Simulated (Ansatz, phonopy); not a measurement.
# Cu (Copper, Fm-3m): thermal expansion from first principles, part 3 of 3

Aim: the lattice, expansion, heat capacity and bulk modulus of Cu (Copper) as it warms.

Measurements to reproduce:
- heat capacity C_P per formula unit 24.5 J/mol/K near room temperature (given in “High-Throughput Prediction of Finite-Temperature Properties using the Quasi-Harmonic Approximation”, 2016, arXiv:1603.06924)

Ansatz 0.2.0; DFT r2SCAN, scalar-relativistic, plane waves, PAW.

So far. Step 2 (Probe on a coarse mesh): The start is under -3.9 GPa at this level and looks like a metal on this mesh. Step 4 (Tight relaxation): The residual pressure is -3.1e-4 GPa, small enough for phonons.

**5. The quasi-harmonic study (continued)**

Quasi-harmonic; a, b, c are the run's own cell vectors. Expansion, by row:

```csv
T (K),a (Å),b (Å),c (Å),alpha (deg),beta (deg),gamma (deg),cell volume (Å³/cell),alpha_a (1e-6/K),alpha_b (1e-6/K),alpha_c (1e-6/K),alpha_V (1e-6/K),C_P (J/mol-atom/K),C_V (J/mol-atom/K),S (J/mol-atom/K),B_T (GPa),B_S (GPa),Grueneisen,extrapolation,fit error (1e-6/K)
0,2.534,2.534,2.534,60,60,60,11.51,0,0,0,0,0,0,0,159.3,159.3,-,0,0
50,2.534,2.534,2.534,60,60,60,11.51,3.47,3.47,3.47,10.42,5.91,5.904,2.247,159.1,159.2,1.946,0,0
100,2.535,2.535,2.535,60,60,60,11.52,9.74,9.74,9.74,29.22,15.76,15.66,9.712,157.7,158.7,2.041,0,0
150,2.537,2.537,2.537,60,60,60,11.54,12.8,12.8,12.8,38.39,20.33,20.09,17.09,155.9,157.8,2.071,0,0
200,2.538,2.538,2.538,60,60,60,11.56,14.34,14.34,14.34,43.01,22.51,22.11,23.27,153.9,156.7,2.085,0,0.01
250,2.54,2.54,2.54,60,60,60,11.59,15.26,15.26,15.26,45.77,23.72,23.17,28.43,151.9,155.5,2.094,0,0.01
298.1,2.542,2.542,2.542,60,60,60,11.62,15.88,15.88,15.88,47.63,24.47,23.77,32.68,149.9,154.3,2.101,0,0.01
300,2.542,2.542,2.542,60,60,60,11.62,15.9,15.9,15.9,47.7,24.5,23.78,32.83,149.8,154.3,2.102,0,0.01
350,2.544,2.544,2.544,60,60,60,11.65,16.41,16.41,16.41,49.22,25.06,24.18,36.65,147.7,153,2.108,0,0.01
400,2.546,2.546,2.546,60,60,60,11.67,16.84,16.84,16.84,50.53,25.5,24.45,40.03,145.5,151.7,2.114,0,0.01
450,2.549,2.549,2.549,60,60,60,11.7,17.24,17.24,17.24,51.73,25.87,24.65,43.05,143.3,150.4,2.12,0,0.01
500,2.551,2.551,2.551,60,60,60,11.73,17.63,17.63,17.63,52.88,26.2,24.8,45.8,141.2,149.1,2.127,0,0.02
550,2.553,2.553,2.553,60,60,60,11.77,18,18,18,54,26.5,24.93,48.31,138.9,147.7,2.133,0,0.02
600,2.555,2.555,2.555,60,60,60,11.8,18.38,18.38,18.38,55.13,26.8,25.03,50.62,136.7,146.3,2.139,0,0.02
650,2.558,2.558,2.558,60,60,60,11.83,18.76,18.76,18.76,56.28,27.09,25.11,52.78,134.4,144.9,2.146,0,0.02
700,2.56,2.56,2.56,60,60,60,11.87,19.15,19.15,19.15,57.46,27.37,25.19,54.8,132.1,143.5,2.152,0,0.02
750,2.563,2.563,2.563,60,60,60,11.9,19.56,19.56,19.56,58.68,27.66,25.26,56.7,129.7,142,2.159,0,0.02
800,2.565,2.565,2.565,60,60,60,11.93,19.98,19.98,19.98,59.95,27.95,25.32,58.49,127.3,140.6,2.167,0,0.03
850,2.568,2.568,2.568,60,60,60,11.97,20.43,20.43,20.43,61.28,28.25,25.38,60.2,124.9,139.1,2.174,0,0.03
900,2.57,2.57,2.57,60,60,60,12.01,20.89,20.89,20.89,62.67,28.56,25.43,61.82,122.5,137.5,2.182,0,0.03
950,2.573,2.573,2.573,60,60,60,12.05,21.38,21.38,21.38,64.15,28.89,25.48,63.37,119.9,135.9,2.19,0,0.03
1000,2.576,2.576,2.576,60,60,60,12.09,21.9,21.9,21.9,65.71,29.22,25.54,64.86,117.4,134.4,2.199,0,0.03
1050,2.579,2.579,2.579,60,60,60,12.13,22.46,22.46,22.46,67.37,29.58,25.58,66.3,114.8,132.7,2.208,0,0.03
1100,2.582,2.582,2.582,60,60,60,12.17,23.05,23.05,23.05,69.14,29.95,25.63,67.68,112.2,131.1,2.217,0,0.02
1150,2.585,2.585,2.585,60,60,60,12.21,23.68,23.68,23.68,71.04,30.35,25.68,69.02,109.5,129.4,2.227,0,0.02
1200,2.588,2.588,2.588,60,60,60,12.25,24.36,24.36,24.36,73.08,30.77,25.72,70.32,106.7,127.6,2.237,0,0.02
```

Expansion coefficient against temperature; values in 1e-6/K:

| temperature (K) | volume | principal 1 |
| --- | --- | --- |
| 0 | 0 | 0 |
| 50 | 10.4 | 3.47 |
| 100 | 29.2 | 9.74 |
| 200 | 43.0 | 14.3 |
| 250 | 45.8 | 15.3 |
| 298 | 47.6 | 15.9 |
| 300 | 47.7 | 15.9 |
| 350 | 49.2 | 16.4 |
| 450 | 51.7 | 17.2 |
| 500 | 52.9 | 17.6 |
| 550 | 54 | 18 |
| 600 | 55.1 | 18.4 |
| 650 | 56.3 | 18.8 |
| 700 | 57.5 | 19.1 |
| 800 | 60.0 | 20.0 |
| 850 | 61.3 | 20.4 |
| 900 | 62.7 | 20.9 |
| 950 | 64.2 | 21.4 |
| 1000 | 65.7 | 21.9 |
| 1100 | 69.1 | 23.1 |
| 1150 | 71.0 | 23.7 |
| 1200 | 73.1 | 24.4 |

At 298 K the volume expansion is 47.6 × 10⁻⁶/K and B_T is 150 GPa. The q-mesh is coarse, so this is a first estimate. The program raised the cutoff to 580 eV by itself: with no cutoff typed, the study takes about 1.16 times the default for its relaxations and scales it with the volume for the phonons.

**6. Free-energy fit**

This step: DFT r2SCAN, scalar-relativistic, plane waves, PAW (phonopy 4.10.0).

This step gave:

| Quantity | Value |
| --- | --- |
| volume expansion coefficient at 300 K | 47.63 1e-6/K |
| isothermal bulk modulus at 300 K | 149.8 GPa |
| C_P at 300 K | 24.58 J/mol-atom/K |
| Grüneisen parameter at 300 K | 2.117 |

Table of energy (each curve on its own zero) by volume; values in meV/atom:

| volume (Å³/atom) | static | F at 0 K | F at 300 K | F at 1200 K |
| --- | --- | --- | --- | --- |
| 11.443 | 0 | 2.87 | 7.71 | 29.4 |
| 11.615 | 1.33 | 3.19 | 6.45 | 20.9 |
| 11.850 | 6.94 | 7.47 | 8.54 | 13.1 |
| 12.059 | 15.3 | 14.6 | 13.7 | 9.36 |
| 12.271 | 26.6 | 24.8 | 21.8 | 8.29 |
| 12.488 | 40.7 | 37.8 | 32.6 | 9.69 |

Phonopy-qha, vinet fit of F(V) at each temperature. Qha vinet, by row:

```
T (K)  fitted volume (Å³/atom)  alpha_V (1e-6/K)  B_T (GPa)  C_P (J/mol-atom/K)  Grueneisen
  100                    11.52             27.58      157.6               15.33       1.934
  150                    11.54             37.69      155.8               20.34       2.042
  200                    11.56             42.73      153.9                22.6       2.083
  250                    11.59             45.64      151.8               23.81       2.103
  300                    11.62             47.63      149.8               24.58       2.117
  350                    11.65             49.18      147.7               25.12       2.127
  400                    11.67             50.51      145.5               25.55       2.137
  450                     11.7             51.72      143.3               25.91       2.146
  500                    11.73             52.87      141.1               26.23       2.156
  550                    11.77             54.01      138.9               26.54       2.165
  600                     11.8             55.14      136.6               26.82       2.175
  650                    11.83              56.3      134.3               27.11       2.184
  700                    11.86             57.49        132               27.39       2.194
  750                     11.9             58.73      129.6               27.68       2.205
  800                    11.93             60.01      127.2               27.97       2.215
  850                    11.97             61.35      124.8               28.27       2.226
  900                    12.01             62.76      122.3               28.58       2.238
  950                    12.05             64.24      119.8                28.9        2.25
 1000                    12.09             65.81      117.3               29.24       2.262
 1050                    12.13             67.46      114.7               29.59       2.274
 1100                    12.17             69.22      112.1               29.96       2.287
 1150                    12.21             71.08      109.5               30.36       2.301
```

Volume expansion coefficient against temperature; values in 1e-6/K:

```csv
temperature (K),"phonopy-qha, Vinet",Ansatz's own study
100,27.6,29.2
150,37.7,38.4
200,42.7,43.0
250,45.6,45.8
300,47.6,47.7
350,49.2,49.2
400,50.5,50.5
450,51.7,51.7
500,52.9,52.9
550,54.0,54
600,55.1,55.1
650,56.3,56.3
700,57.5,57.5
750,58.7,58.7
800,60.0,60.0
850,61.4,61.3
900,62.8,62.7
950,64.2,64.2
1000,65.8,65.7
1050,67.5,67.4
1100,69.2,69.1
1150,71.1,71.0
```

The fit gives a volume expansion of 47.6 × 10⁻⁶/K at 300 K, against 47.6 at 298 K from the study itself, whose static fit uses more cells.

**7. Results**

```json
{"settings of these figures": "r2SCAN, 580 eV, k 20×20×20, q 4×4×4", "volume expansion coefficient at 298 K": "47.63 1e-6/K", "C_P at 298 K": "24.47 J/mol-atom/K", "entropy at 298 K": "32.68 J/mol-atom/K", "isothermal bulk modulus at 298 K": "149.9 GPa", "Grüneisen parameter at 298 K": "2.101", "volume at 298 K": "11.62 Å³/atom", "principal linear expansion coefficients at 298 K": "15.88, 15.88, 15.88 1e-6/K"}
```

In words: Near room temperature Cu (Copper) expands by 47.6 × 10⁻⁶/K in volume by r2SCAN, with C_P = 24.5 J/(mol K) per mole of atoms and B_T = 150 GPa. The q-mesh is coarse, and the expansion can converge slowly with it. C_P at room temperature is 98 % of the classical 3R an atom; C_V is 95 %, and the rest is expansion work. In this metal the study includes the electrons' free energy, which adds a term that grows with temperature, so the heat capacities need not level off at 3R. A measured heat capacity per formula unit near room temperature is 24.5 J/mol/K (arXiv:1603.06924); the calculated 24.5 J/mol/K agrees within half a per cent. The PAW files were made for PBE and are used here under another functional, for which the program regenerates the frozen cores.

[Logs are printed without paths, hosts, clocks, repeated set-up lines and the standing remarks that a program may print on its own settings, such as how far it seeks lower states.]

[Hosts, paths, dates, database ids (printed as entryN), source tags and the programs' standing remarks are cut or masked in the printed files.]

[A step with changed settings may run another functional than the one named; its input shows which.]
